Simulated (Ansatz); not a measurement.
# Electron scattering at the Σ5 (210) boundary in fcc Rh

How much does the Σ5 (210) boundary in fcc Rh reflect electrons?

Main program and level: Ansatz 0.2.0; Ansatz plane-wave DFT, r2SCAN, PAW files; relaxation of a bicrystal slab with its lowest layers held; PAW set soft_1, in the first sound run; inputs show where later runs differ.

This is a report of a sequence of runs, with most program output left out.

### 1. The structure

The cell holds 21 atoms: 21 Rh. Its edges and angles: a = 4.658 Å, b = 3.803 Å, c = 28.858 Å, α = 90.0°, β = 90.0°, γ = 65.9°. It derives from Rh. built on the (2 1 0) plane; 2 overlapping atoms removed and the grains opened by 0 Å. Vacuum lies along c.

### 2. Relaxing the bicrystal

The boundary is built by mirroring the lower grain in the boundary plane and removing any atoms that overlap. A thin bicrystal slab is relaxed first, with the lowest layers held and the upper grain free to shift and open.

Input file input.yaml:

```yaml
crystal:
  lattice:
    - [4.6578272204, 0.0, 0.0]
    - [1.5526090735, 3.4717394307, 0.0]
    - [0.0, 0.0, 28.8583792625]
  atoms:
    - { symbol: Rh, position: [0.6, 0.7, 0.1732599033] }
    - { symbol: Rh, position: [0.2, 0.4, 0.2027279134] }
    - { symbol: Rh, position: [0.8, 0.1, 0.2321959235] }
    - { symbol: Rh, position: [0.4, 0.8, 0.2616639337] }
    - { symbol: Rh, position: [1.0, 0.5, 0.2911319438] }
    - { symbol: Rh, position: [0.6, 0.2, 0.3205999539] }
    - { symbol: Rh, position: [0.2, 0.9, 0.3500679641] }
    - { symbol: Rh, position: [0.8, 0.6, 0.3795359742] }
    - { symbol: Rh, position: [0.4, 0.3, 0.4090039843] }
    - { symbol: Rh, position: [0.0, 0.0, 0.4384719945] }
    - { symbol: Rh, position: [0.8, 0.6, 0.4974080147] }
    - { symbol: Rh, position: [0.2, 0.9, 0.5268760249] }
    - { symbol: Rh, position: [0.6, 0.2, 0.556344035] }
    - { symbol: Rh, position: [1.0, 0.5, 0.5858120451] }
    - { symbol: Rh, position: [0.4, 0.8, 0.6152800553] }
    - { symbol: Rh, position: [0.8, 0.1, 0.6447480654] }
    - { symbol: Rh, position: [0.2, 0.4, 0.6742160755] }
    - { symbol: Rh, position: [0.6, 0.7, 0.7036840857] }
    - { symbol: Rh, position: [1.0, 1.0, 0.7331520958] }
    - { symbol: Rh, position: [0.4, 0.3, 0.7626201059] }
    - { symbol: Rh, position: [0.8, 0.6, 0.7920881161] }
kpoints:
  mp_grid: { grid: [7, 7, 1] }
hamiltonian:
  xc: r2scan
  pseudopotentials: { kind: paw, azcp: { folder: soft_1 } }
scf:
  occupations: { method: fermi_dirac, width: 0.1 }
relax:
  f_tol: 0.03
  max_steps: 80
  constraints: [{ sites: [0, 1, 2, 3] }]
```

Command:

```console
ansatz run input.yaml --threads 4 --pin off --max-ram 15360MiB --backend cpu --events-out ev --progress --plain --runs-dir out
```

Wall time 9 min (4 threads of Intel Xeon Platinum 8488C (Sapphire Rapids), shared host); peak memory 4 GiB; 35 min of CPU time.

Step by step:

```csv
step,energy less that of the first step (eV),largest force component (eV/Å)
1,0.0000,1.3102
2,-0.2763,0.3460
3,-0.4677,0.2195
4,-0.5964,0.2118
5,-0.6910,0.1866
6,-0.7522,0.1386
7,-0.8076,0.2715
8,-0.8296,0.2112
9,-0.8384,0.1144
10,-0.8403,0.1660
11,-0.8420,0.0239
12,-0.8420,0.0240
```

The run keeps the 2 symmetry operations that it works with, so distortions that break them were not tested.

The atoms that moved most (Å):

```csv
atom,dx,dy,dz,length
Rh11,-0.734,0.328,-0.696,1.064
Rh21,-0.669,0.299,-0.639,0.972
Rh20,-0.669,0.299,-0.548,0.915
Rh13,-0.662,0.296,-0.542,0.905
Rh17,-0.678,0.303,-0.511,0.901
Rh16,-0.669,0.299,-0.505,0.890
Rh14,-0.665,0.297,-0.495,0.881
Rh18,-0.669,0.299,-0.486,0.880
```

The relaxed structure:

```cif
data_structure
_symmetry_space_group_name_H-M 'P 1'
_symmetry_Int_Tables_number 1
_cell_length_a 4.6578
_cell_length_b 3.8031
_cell_length_c 28.8584
_cell_angle_alpha 90.000
_cell_angle_beta 90.000
_cell_angle_gamma 65.905
_cell_volume 466.66
loop_
_atom_site_label
_atom_site_type_symbol
_atom_site_fract_x
_atom_site_fract_y
_atom_site_fract_z
_atom_site_occupancy
Rh1 Rh 0.60000 0.70000 0.17326 1
Rh2 Rh 0.20000 0.40000 0.20273 1
Rh3 Rh 0.80000 0.10000 0.23220 1
Rh4 Rh 0.40000 0.80000 0.26166 1
Rh5 Rh 0.99845 0.50078 0.29039 1
Rh6 Rh 0.59992 0.20004 0.32049 1
Rh7 Rh 0.20662 0.89669 0.34869 1
Rh8 Rh 0.80320 0.59840 0.37891 1
Rh9 Rh 0.40443 0.29778 0.41028 1
Rh10 Rh 0.99421 0.00289 0.43265 1
Rh11 Rh 0.61080 0.69460 0.47329 1
Rh12 Rh 0.02485 0.98758 0.51452 1
Rh13 Rh 0.42945 0.28528 0.53757 1
Rh14 Rh 0.82872 0.58564 0.56866 1
Rh15 Rh 0.23470 0.88265 0.59903 1
Rh16 Rh 0.62767 0.18617 0.62725 1
Rh17 Rh 0.02535 0.48732 0.65652 1
Rh18 Rh 0.42754 0.78623 0.68684 1
Rh19 Rh 0.83215 0.08392 0.71663 1
Rh20 Rh 0.22763 0.38619 0.74362 1
Rh21 Rh 0.62763 0.68618 0.76994 1
```

This step gave:

```
free energy             : -134714.8656 eV
energy at zero smearing : -134714.3390 eV
Fermi energy            : 12.00 eV
```

The largest force component on a free atom ends at 0.024 eV/Å, under the tolerance of 0.03, after 12 steps.

### 3. Transmission across the boundary

Bulk layers of each grain are laid under and over the relaxed boundary, and a lead is named in the middle of each, away from the free faces. The mesh across the current, 18×18, is finer than the density's, because channels open and close sharply across the zone. Energies from -0.1 to 0.1 eV in steps of 0.05 eV are too few for the program's thermal sum, so it prints no conductance; for a metal the transmission near the Fermi level serves, at a fraction of the cost.

This step: Ansatz plane-wave DFT, r2SCAN, PAW files; ballistic transport by layer matching (Landauer), zero bias; boundary relaxed in a short slab, bulk layers laid on; PAW set soft_1 (Ansatz 0.2.0).

System of this step: Σ5 (210) boundary in fcc Rh. The cell holds 48 atoms: 48 Rh. Its edges and angles: a = 4.658 Å, b = 3.803 Å, c = 48.350 Å, α = 90.0°, β = 90.0°, γ = 65.9°. It derives from Rh. Regions: lower grain, 20 atoms (20 Rh); boundary, 12 atoms (12 Rh); upper grain, 16 atoms (16 Rh). Vacuum lies along c.

Input file input.yaml:

```yaml
crystal:
  lattice:
    - [4.6578272204, 0.0, 0.0]
    - [1.5526090735, 3.4717394307, 0.0]
    - [0.0, 0.0, 48.3502255439]
  atoms:
    - { symbol: Rh, position: [-15.6, 7.7999999999, 0.0827297072] }
    - { symbol: Rh, position: [-15.0, 7.4999999999, 0.1003180225] }
    - { symbol: Rh, position: [-14.4, 7.1999999999, 0.1179063378] }
    - { symbol: Rh, position: [-13.8, 6.9, 0.1354946531] }
    - { symbol: Rh, position: [-13.2, 6.6, 0.1530829684] }
    - { symbol: Rh, position: [-12.6, 6.3, 0.1706712837] }
    - { symbol: Rh, position: [-12.0, 6.0, 0.1882595991] }
    - { symbol: Rh, position: [-11.4, 5.7, 0.2058479144] }
[... 36 atom lines left out ...]
    - { symbol: Rh, position: [-11.5652963963, 5.7826481981, 0.8645053469] }
    - { symbol: Rh, position: [-12.1652963963, 6.0826481981, 0.8820936622] }
    - { symbol: Rh, position: [-12.7652963963, 6.3826481981, 0.8996819775] }
    - { symbol: Rh, position: [-13.3652963963, 6.6826481981, 0.9172702928] }
kpoints:
  mp_grid: { grid: [7, 7, 1] }
hamiltonian:
  xc: r2scan
  pseudopotentials: { kind: paw, azcp: { folder: soft_1 } }
scf:
  occupations: { method: fermi_dirac, width: 0.1 }
output:
  transmission:
    leads: [[11, 12], [38, 39]]
    kmesh: [18, 18]
    e_range: [-0.1, 0.1]
    de: 0.05
  write_potential: true
  write_density: true
  volumetric_format: npy
  elf: true
```

Elapsed: 13 min, on 4 threads; peak memory 12 GiB.

This step gave:

```yaml
free_energy: -307928.8777 eV
energy_at_zero_smearing: -307927.7673 eV
fermi_energy: 18.03 eV
cell_area: 16.17 Å²
transmission_per_spin_nearest_the_fermi_level: 2.851
open_channels_per_spin_nearest_the_fermi_level: 4.895
open_channels_per_spin_upper_lead: 4.883
step_of_the_lead_s_potential: 11.3 meV
step_of_the_upper_lead_s_potential: 18.7 meV
```

Per spin. The transmission, zone mean by energy, zero at the Fermi level:

```csv
energy (eV),"transmission, zone mean"
-0.1000,2.71
-0.0500,2.74
0.0000,2.85
0.0500,2.91
0.1000,2.98
```

Per spin. Open channels, zone mean against energy, zero at the Fermi level:

```csv
energy (eV),lead,upper lead
-0.1000,4.77,4.73
-0.0500,4.80,4.78
0.0000,4.90,4.88
0.0500,4.93,4.94
0.1000,5.03,5.04
```

Transmission over k1 and k2. At 0.0000 eV from the Fermi level.

Ten even steps from '_' (0.99) to '@' (5.49):
```
**====--==--====**++------::------++
====::====::====--::----::::----::--
==**++**++**==--::::::------::::::--
====::::======____....::::....____==
++######++==--::______________::--==
##@@@@##++==----::..____..::----==++
@@@@@@**++----::..::::::..::----++**
@@@@@@**==--======----======--==**@@
@@@@%%**++++====--++--====++++**%%@@
@@@@**==--======----======--==**@@@@
@@**++----::..::::::..::----++**@@@@
##++==----::..____..::----==++##@@@@
++==--::______________::--==++######
====____....::::....____======::::==
==--::::::------::::::--==**++**++**
==--::----::::----::--====::====::==
**++------::------++**====--==--====
--**==--------==**--**==--------==**
```
Columns: k1 (b1) from -0.5 to 0.444; rows upwards: k2 (b2) from -0.5 to 0.444.

Open channels over k1 and k2. At 0.0000 eV from the Fermi level.

Ten even steps from '0' (2.00) to '9' (8.00):
```
855565558855535558
553553553555335553
565556553553335535
553355631113311136
566655310000000135
688655333111133355
999661333535333166
999855555555555589
999666555655566699
998555555555555899
966133353533316699
655333111133355688
553100000001355666
563111331113655335
553553335535565556
535553355535535535
885553555885556555
385555558385555558
```
Columns: k1 (b1) from -0.5 to 0.444; rows upwards: k2 (b2) from -0.5 to 0.444.

ELF in the cb plane at fractional x = 0.000, with atoms of Rh within 0.2 Å of it. It is the smooth field of the valence electrons, not physical close to the nuclei.

Values, 6 rows by 16 columns, each cell a mean:
```
0.20 0.28 0.32 0.28 0.62 0.33 0.23 0.23 0.20 0.22 0.37 0.23 0.13 0.04 0.01 0.00
0.37 0.24 0.24 0.25 0.28 0.24 0.25 0.25 0.35 0.28 0.24 0.24 0.19 0.07 0.01 0.00
0.68 0.29 0.23 0.23 0.19 0.27 0.42 0.26 0.63 0.45 0.21 0.23 0.25 0.10 0.01 0.00
0.62 0.27 0.23 0.23 0.20 0.25 0.35 0.25 0.57 0.40 0.22 0.22 0.23 0.10 0.01 0.00
0.28 0.24 0.25 0.25 0.37 0.25 0.24 0.25 0.27 0.25 0.25 0.25 0.18 0.06 0.01 0.00
0.19 0.32 0.37 0.30 0.67 0.36 0.22 0.23 0.20 0.23 0.44 0.23 0.12 0.03 0.01 0.00
```
Columns run along c (16.0 Å, from fractional 0.67 to 1.00 of the cell), rows up along b (3.8 Å). Atoms in or near the plane, at fractional coordinates: Rh at (0.67, 0.48), Rh at (0.76, 0.98), Rh at (0.85, 0.48).

Valence density in the cb plane at fractional x = 0.000, with atoms of Rh within 0.2 Å of it. It is the smooth field of the valence electrons, not physical close to the nuclei.

Ten steps, logarithmic in the rise over the least value, from '0' (0 e/Å³) to '9' (13 e/Å³), each cell a mean:
```
11235653235898632233322112356542100000000000
22223433224676422223222222234432110000000000
55432222222333223332223554322222211000000000
88642223322222234543236887422233221000000000
99852233332211246653247998522233321000000000
99742233332212245653247998522233321000000000
77532223222222233432235675322222211000000000
33323332223454322222222333233322110000000000
22234543235787532233322222345532100000000000
11235664236999732233322112356642100000000000
```
Columns run along c (16.0 Å, from fractional 0.67 to 1.00 of the cell), rows up along b (3.8 Å). Atoms in or near the plane, at fractional coordinates: Rh at (0.67, 0.48), Rh at (0.76, 0.98), Rh at (0.85, 0.48).

Electrostatic potential energy in the cb plane at fractional x = 0.000, with atoms of Rh within 0.2 Å of it. With pseudopotentials it is smooth inside the atoms' cores, unlike the true potential.

Values in eV, 6 rows by 16 columns, each cell a mean:
```
 19   5   2   9 -38   2  16  15  19  15  -5  18  23  23  23  23
 -3  16  16  17   9  15  13  18  -1   9  16  18  22  23  23  23
-45   9  14  15  20   8  -9  12 -40 -15  17  13  20  22  23  23
-38  11  15  16  20  11  -3  14 -33  -9  18  14  21  22  23  23
  9  15  14  16  -4  13  16  18  10  14  13  19  22  23  23  23
 20   1  -3   6 -45  -2  16  14  20  14 -13  17  23  23  23  23
```
Columns run along c (16.0 Å, from fractional 0.67 to 1.00 of the cell; values clipped at the 3rd and 97th percentile), rows up along b (3.8 Å). Atoms in or near the plane, at fractional coordinates: Rh at (0.67, 0.48), Rh at (0.76, 0.98), Rh at (0.85, 0.48).

Over the solved energies the transmission per spin lies between 2.71 and 2.98, out of 4.88 channels of the lead on average (up to 5.03).

### 4. Specific resistance

This step: Ansatz plane-wave DFT, r2SCAN, PAW files; ballistic transport by layer matching (Landauer), zero bias; specific resistance of the boundary; PAW set soft_1 (Ansatz 0.2.0).

Numbers from this step:

| Item | Value |
| --- | --- |
| area resistance | 0.3077 fΩ m² |
| T over the leads' mean channel count | 0.5816 |

Averaged over the energies near the Fermi level, 58.2 % of the channels pass, which makes 0.308 fΩ m².

By hand, with T and the leads' channels N averaged over the energies near the Fermi level: RA = A (h/2e²)(1/T − ½[1/N₁ + 1/N₂]) = 16.17×10⁻²⁰ m² × 12 906 Ω × (1/2.838 − ½[1/4.884 + 1/4.877]) = 0.308 fΩ m².

### 5. Single-crystal slab for reference

The free faces cost energy too. A single-crystal slab with the same faces and held layers is relaxed, so that they cancel.

This step: Ansatz plane-wave DFT, r2SCAN, PAW files; relaxation of a single-crystal slab with its lowest layers held; PAW set soft_1 (Ansatz 0.2.0).

System of this step: Rh slab, plane (2, 1, 0). The cell holds 22 atoms: 22 Rh. Cell: a = 4.658 Å, b = 3.803 Å, c = 28.858 Å, α = 90.0°, β = 90.0°, γ = 65.9°. It derives from Rh. Vacuum lies along c.

Input file input.yaml:

```yaml
crystal:
  lattice:
    - [4.6578272204, 0.0, 0.0]
    - [1.5526090735, 3.4717394307, 0.0]
    - [0.0, 0.0, 28.8583792625]
  atoms:
    - { symbol: Rh, position: [0.4, 0.2999999999, 0.1732599033] }
    - { symbol: Rh, position: [1.0, 0.9999999999, 0.2027279134] }
    - { symbol: Rh, position: [0.6, 0.6999999999, 0.2321959235] }
    - { symbol: Rh, position: [0.2, 0.3999999999, 0.2616639337] }
    - { symbol: Rh, position: [0.8, 0.1, 0.2911319438] }
    - { symbol: Rh, position: [0.4, 0.8, 0.3205999539] }
    - { symbol: Rh, position: [1.0, 0.5, 0.3500679641] }
    - { symbol: Rh, position: [0.6, 0.2, 0.3795359742] }
    - { symbol: Rh, position: [0.2, 0.9, 0.4090039843] }
    - { symbol: Rh, position: [0.8, 0.6, 0.4384719945] }
    - { symbol: Rh, position: [0.4, 0.3, 0.4679400046] }
    - { symbol: Rh, position: [1.0, 1.0, 0.4974080147] }
    - { symbol: Rh, position: [0.6, 0.7, 0.5268760249] }
    - { symbol: Rh, position: [0.2, 0.4, 0.556344035] }
    - { symbol: Rh, position: [0.8, 0.1, 0.5858120451] }
    - { symbol: Rh, position: [0.4, 0.8, 0.6152800553] }
    - { symbol: Rh, position: [1.0, 0.5, 0.6447480654] }
    - { symbol: Rh, position: [0.6, 0.2, 0.6742160755] }
    - { symbol: Rh, position: [0.2, 0.9, 0.7036840857] }
    - { symbol: Rh, position: [0.8, 0.6, 0.7331520958] }
    - { symbol: Rh, position: [0.4, 0.3, 0.7626201059] }
    - { symbol: Rh, position: [0.0, 0.0, 0.7920881161] }
kpoints:
  mp_grid: { grid: [7, 7, 1] }
hamiltonian:
  xc: r2scan
  pseudopotentials: { kind: paw, azcp: { folder: soft_1 } }
scf:
  occupations: { method: fermi_dirac, width: 0.1 }
relax:
  f_tol: 0.03
  max_steps: 80
  constraints: [{ sites: [0, 1, 2, 3] }]
```

The job ended after 4.4 min (4 threads; peak memory 4 GiB; 17 min of CPU time).

The steps of the relaxation:

```csv
step,energy less that of the first step (eV),largest force component (eV/Å)
1,0.0000,1.2604
2,-0.0927,0.7251
3,-0.1208,0.0641
4,-0.1205,0.1029
5,-0.1216,0.0143
```

Relaxation step 4 was tried and not accepted.

The atoms that moved most (Å):

```csv
atom,dx,dy,dz,length
Rh22,0.006,-0.003,-0.174,0.174
Rh21,0.000,0.000,-0.080,0.080
Rh18,0.022,-0.010,-0.041,0.047
Rh19,0.013,-0.006,-0.042,0.044
Rh13,0.004,-0.002,-0.033,0.033
Rh9,0.013,-0.006,-0.027,0.030
Rh8,0.011,-0.005,-0.026,0.029
Rh16,0.003,-0.001,-0.028,0.028
```

Final coordinates:

```
Rh
1.0
     4.65783    0.00000    0.00000
     1.55261    3.47174    0.00000
     0.00000    0.00000   28.85838
Rh
22
Cartesian
  2.3289 1.0415 5.0000
  6.2104 3.4717 5.8504
  3.8815 2.4302 6.7008
  1.5526 1.3887 7.5512
  3.8684 0.3531 8.3805
  3.0981 2.7806 9.2356
  5.4378 1.7342 10.0807
  3.1162 0.6894 10.9269
  2.3417 3.1188 11.7764
  4.6652 2.0798 12.6353
  2.3324 1.0400 13.4823
  6.2165 3.4690 14.3290
  3.8852 2.4286 15.1716
  1.5489 1.3903 16.0378
  3.8785 0.3485 16.8836
  3.1085 2.7759 17.7278
  5.4450 1.7310 18.5835
  3.1276 0.6843 19.4161
  2.3415 3.1190 20.2650
  4.6405 2.0908 21.1648
  2.3292 1.0414 21.9282
  0.0059 -0.0027 22.6845
```

This step gave:

* free energy: -141131.7240 eV
* energy at zero smearing: -141131.2014 eV
* Fermi energy: 12.80 eV

The largest force component on a free atom ends at 0.014 eV/Å, under the tolerance of 0.03, after 5 steps.

### 6. Bulk reference

The perfect crystal gives the energy per atom, for the atoms by which bicrystal and slab differ.

This step: Ansatz plane-wave DFT, r2SCAN, PAW files; bulk reference; PAW set soft_1 (Ansatz 0.2.0).

System of this step: Rh. Symmetry: Fm-3m, No. 225, cubic system. The conventional cell has a = 3.803 Å, b = 3.803 Å, c = 3.803 Å, α = 90.00°, β = 90.00°, γ = 90.00°. Rh has 12 Rh at 2.69 Å nearest.

input.yaml, the sections that differ from step 5:

```yaml
crystal:
  lattice:
    - [0.0, 1.90155, 1.90155]
    - [1.90155, 0.0, 1.90155]
    - [1.90155, 1.90155, 0.0]
  atoms:
    - { symbol: Rh, position: [0.0, 0.0, 0.0] }
kpoints:
  mp_grid: { grid: [20, 20, 20] }
# hamiltonian, scf: as in step 5
# relax: removed
```

The job ended after 1.1 s (4 threads; peak memory 0.4 GiB).

Numbers from this step:

```
free energy             : -6415.3386 eV
energy at zero smearing : -6415.3180 eV
Fermi energy            : 22.22 eV
```

### 7. Boundary energy

This step: Ansatz plane-wave DFT, r2SCAN, PAW files; bicrystal less single-crystal slab less bulk atoms, a boundary area; PAW set soft_1 (Ansatz 0.2.0).

Numbers from this step:

| Item | Value |
| --- | --- |
| excess energy of the cell | 1.544 eV |
| boundary energy | 1.530 J/m² |

The boundary costs 1.5 J/m².

By hand: 1.54 eV / 16.17 Å² × 16.02 = 1.53 J/m².

### 8. Results

| Quantity | Value |
| --- | --- |
| specific resistance of the boundary | 0.308 fΩ m² |
| share of channels that pass | 0.582 |
| boundary energy | 1.53 J/m² |

What this shows: The boundary has a specific resistance of 0.31 fΩ m² and an energy of 1.5 J/m². The boundary reflects 42 % of the channels; 0.31 fΩ m² is 3.1×10⁻¹² Ω·cm². In the relaxation the upper grain slid sideways by about 0.7 Å, so the result belongs to the position that it found, not to the starting one. One starting structure was relaxed; another shift or atom count at the boundary may lie lower.

[Logs are printed without paths, hosts, clocks, repeated set-up lines and the standing remarks that a program may print on its own settings, such as how far it seeks lower states.]

[Hosts, paths, dates, database ids (printed as entryN), source tags and the programs' standing remarks are cut or masked in the printed files.]
